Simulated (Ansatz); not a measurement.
# Mn3BOs: relaxing a made-up structure, part 2 of 2

This structure for Mn3BOs is made up. Its elements were placed in a known structure type with a cell scaled to their sizes. What cell does the guess relax to, and how far off was it?

Ansatz 0.2.0; DFT, PBEsol, plane-wave PAW, files of the set soft_1, scalar-relativistic, ferromagnetic start, cell and ions relaxed at zero pressure; PAW set soft_1 (the session's first sound run).

So far: The starting structure; Relaxing cell and atoms. The relaxed cell has a = 3.748 Å (conventional setting).

## (3) Electronic structure of the relaxed cell

A second self-consistent run takes a narrower smearing and the mesh shown in its input; the bands follow along the standard path of the relaxed lattice.

This step: DFT, PBEsol, plane-wave PAW, files of the set soft_1, scalar-relativistic, no spin, bands and density of states at the relaxed cell; PAW set soft_1 (Ansatz 0.2.0).

Contents of input.yaml:

```yaml
crystal:
  lattice:
    - [3.7484722471, 0.0, 0.0]
    - [0.0, 3.7484722471, 0.0]
    - [0.0, 0.0, 3.7484722471]
  atoms:
    - { symbol: Os, position: [0.0, 0.0, 0.0] }
    - { symbol: Mn, position: [0.5, 0.5, 0.0] }
    - { symbol: Mn, position: [0.5, 0.0, 0.5] }
    - { symbol: Mn, position: [0.0, 0.5, 0.5] }
    - { symbol: B, position: [0.5, 0.5, 0.5] }
kpoints:
  mp_grid: { grid: [8, 8, 8] }
  band_path:
    path:
      - [[0.0, 0.0, 0.0], [0.0, 0.5, 0.0], [0.5, 0.5, 0.0], [0.0, 0.0, 0.0], [0.5, 0.5, 0.5], [0.0, 0.5, 0.0]]
      - [[0.5, 0.5, 0.0], [0.5, 0.5, 0.5]]
    npoints: 13
scf:
  occupations: { method: fermi_dirac, width: 0.03 }
  n_extra_bands: 9
hamiltonian:
  xc: pbesol
  pseudopotentials: { kind: paw, azcp: { folder: soft_1 }, xc_functional: pbe }
output:
  forces: true
  stress: true
  write_bands: true
  dos: { projected: true }
  write_density: true
  write_potential: true
  elf: true
  volumetric_format: npy
```

Run with:

```bash
> ansatz run input.yaml --threads 4 --pin off --max-ram 8192MiB --backend cpu --events-out ev --progress --plain --runs-dir out
```

Numbers of over 12 decimals in the logs are rounded to 6 here.

Output:

```text
[...]
Crystal: 5 atoms, lattice volume = 52.670 Å³
Basis set: ecut = 420 eV, 1021 PW (Γ), exchange–correlation on 54×54×54 points (8 copies of the dense FFT grid, shifted against one another)
Bands: 41, of which v1, the nominal top of the filled ones, is band 32 counted from 1 (31 counted from 0)
Symmetry: 48 space group operations
[...]
k-points: 35 of 512
[...]
SCF iter   1: F=—  HF=-23023.842051 eV  |F-HF|=—  |Δ(HF+E_count)|=         —  Δρ=3.12e-1  dr2=1.12e2  ethr=3.10e-3  ⟨swp⟩=5.9  Hψ=4847  notcnv=0
[...]
SCF iter  11: F=-23010.588696 eV  HF=-23010.588696 eV  |F-HF|=3.29e-9  |Δ(HF+E_count)|=   2.73e-8  Δρ=2.29e-6  dr2=3.75e-9  ethr=1.56e-10  ⟨swp⟩=13.4  Hψ=8117  notcnv=0
SCF 1 converged in 11 iterations: F = -23010.588696 eV  dr2 = 3.75e-9
[...]
NSCF: frozen V_eff on 80 k-points
SCF converged after 11 iterations
Free energy (F): -23010.588696 eV
[...]
Internal energy: -23010.574421 eV  (E = F + TS)
E sigma→0 (E₀):  -23010.581559 eV
Entropy (-TS):   -0.014275 eV (-2.855 meV/atom)
Fermi energy:    20.215198 eV
[...]
--- Stress (GPa, compression-positive) ---
       -0.195971       0.000000       0.000000
        0.000000      -0.195971       0.000000
        0.000000       0.000000      -0.195971
  P = ⅓ Tr σ = -0.1960 GPa (-1.960 kbar)
--- Band table (eV; the first three rows and the last of 35) ---
  k-point 0: bands = [... 28 lower, 19.0851, 20.0463, 20.0463, 21.3522, 21.4729, 21.4729, 21.4729, 21.6207, ... 5 higher]
  k-point 1: bands = [... 28 lower, 18.9224, 20.0723, 20.2072, 21.2460, 21.4732, 21.5446, 21.5848, 21.6363, ... 5 higher]
  k-point 2: bands = [... 28 lower, 18.9281, 20.0079, 20.1309, 20.9116, 21.0907, 21.2157, 21.2157, 21.4084, ... 5 higher]
  k-point 34: bands = [... 28 lower, 18.9187, 20.1011, 20.1011, 20.1011, 21.2800, 21.2800, 21.2800, 21.4379, ... 5 higher]
```

Elapsed: 2.6 s, on 4 threads of Arm Neoverse V2, shared host; peak memory 0.42 GiB.

In the SCF lines HF is the Harris–Foulkes energy and dr2 the Hartree energy of the density residual, in eV; the loop may stop once dr2 is under the threshold and the program's other checks hold. Hψ counts applications of the Hamiltonian.

This step gave:

* free energy: -23010.5887 eV
* energy at zero smearing: -23010.5816 eV
* smearing term TS: 0.01427 eV
* Fermi energy: 20.22 eV
* pressure: -0.1960 GPa

bands.tsv at the labelled points (eV, zero at the Fermi level; the bands that come nearest the Fermi level along the path):

```tsv
point	band 29	band 30	band 31	band 32	band 33	band 34	band 35	band 36
Γ	-1.13	-0.17	-0.17	1.14	1.26	1.26	1.26	1.41
X	-0.71	-0.71	-0.66	-0.22	-0.22	-0.17	0.27	1.02
M	-1.21	-1.21	-0.82	-0.38	0.00	0.12	0.12	0.12
Γ	-1.13	-0.17	-0.17	1.14	1.26	1.26	1.26	1.41
R	-1.30	-0.11	-0.11	-0.11	1.06	1.06	1.06	1.22
X	-0.71	-0.71	-0.66	-0.22	-0.22	-0.17	0.27	1.02
M	-1.21	-1.21	-0.82	-0.38	0.00	0.12	0.12	0.12
R	-1.30	-0.11	-0.11	-0.11	1.06	1.06	1.06	1.22
```

States per cell as run, both spins, in windows of 1 eV, from dos.tsv (zero at the Fermi level): Near the top, bands beyond those computed are missing, so counts there can be too low.

```csv
from,to,total
-8,-7,0.22
-7,-6,1.73
-6,-5,1.52
-5,-4,5.59
-4,-3,4.88
-3,-2,5.39
-2,-1,5.51
-1,0,5.05
0,1,6.23
1,2,5.93
2,3,2.28
3,4,1.44
```

A further 33.8 states lie below the table's range.

Valence density in the ac plane at fractional y = 0.500, with atoms of Mn and B within 0.2 Å of it. It is the smooth field of the valence electrons, not physical close to the nuclei.

Ten steps, logarithmic in the rise over the least value, from '_' (0 e/Å³) to '@' (25 e/Å³), each cell a mean:
```
______..--**%%@@%%++::______
________::==**##**--..______
________..::--==--::..______
--::........::::::........::
**++--....::::::::::..::--++
%%##++::::::::::::::::--**%%
@@%%**--::::::..::::::==##@@
@@%%**--::::::::::::::--**%%
##**==::::::::::::::..::==**
----......::::::::......::--
....____..::----::....____..
________..==****++--..______
______..--**%%%%##++::______
______..--##@@@@%%**--______
```
Columns run along a (3.7 Å), rows up along c (3.7 Å). Atoms in or near the plane, at fractional coordinates: Mn at (0.50, 0.00), Mn at (0.00, 0.50), B at (0.50, 0.50).

ELF in the ac plane at fractional y = 0.500, with atoms of Mn and B within 0.2 Å of it. It is the smooth field of the valence electrons, not physical close to the nuclei.

Ten even steps from '_' (0.00) to '@' (0.77), each cell a mean:
```
------::::++%%@@##==::::----
------::::--++**++--::------
::::--==--::--==--::--==--::
::::::==++++++++++++++--::::
++==::--**%%##**####++::--==
%%##==--**##--::==##++--++##
@@%%**==**++..__::**++==**@@
@@%%++--****::..--##++--++%%
**++----**%%**++##%%++::--++
--::::--++**********++--::::
::::--==------==----====::::
--------::--++**==::::------
------::::++%%%%##==::::----
------::--**@@@@%%++::::----
```
Columns run along a (3.7 Å), rows up along c (3.7 Å). Atoms in or near the plane, at fractional coordinates: Mn at (0.50, 0.00), Mn at (0.00, 0.50), B at (0.50, 0.50).

Electrostatic potential energy in the ac plane at fractional y = 0.500, with atoms of Mn and B within 0.2 Å of it. With pseudopotentials it is smooth inside the atoms' cores, unlike the true potential.

Ten even steps from '0' (-61 eV) to '9' (23 eV), each cell a mean:
```
99996300147999
99998532368999
99999766689999
77899988899987
34689876789864
01478654578631
00378644468620
01478644578630
23689866689753
67899988899986
89999877789999
99998643468999
99997310147999
99986200037999
```
Columns run along a (3.7 Å; values clipped at the 3rd and 97th percentile), rows up along c (3.7 Å). Atoms in or near the plane, at fractional coordinates: Mn at (0.50, 0.00), Mn at (0.00, 0.50), B at (0.50, 0.50).

## (4) Results

```
space group, relaxed : Pm-3m
conventional cell    : a = 3.748, b = 3.748, c = 3.748 Å; α = 90.0°, β = 90.0°, γ = 90.0°
volume per atom      : 10.53 Å³ (guess 11.72)
total moment         : 0.00 μB in the cell of 5 atoms
```

**Reading.** Mn3BOs relaxes to Pm-3m with a = 3.748, b = 3.748 and c = 3.748 Å. The guessed volume was 11 % too large. The space group Pm-3m was held in the relaxation, so the end point is a stationary structure within it and may be a saddle against distortions or other arrangements. The moments died out from this one start and weren't seeded again at the relaxed cell. Bands cross the Fermi level, so it is a metal or semimetal at this level. On the 8×8×8 mesh with the narrower smearing (relaxed on 7×7×7) the forces vanish, as symmetry may demand, and the largest stress component is 0.196 GPa, against the relaxation's thresholds of 0.015 eV/Å and 0.05 GPa. The cutoff wasn't tested. Spin-orbit coupling is left out, which can matter for elements this heavy. No dispersion term is used, so weakly bound directions may come out too long. Nothing here tests whether the compound is stable against decomposition.

[Logs are printed without paths, hosts, clocks, repeated set-up lines and the standing remarks that a program may print on its own settings, such as how far it seeks lower states.]

[Hosts, paths, dates, database ids (printed as entryN), source tags and the programs' standing remarks are cut or masked in the printed files.]
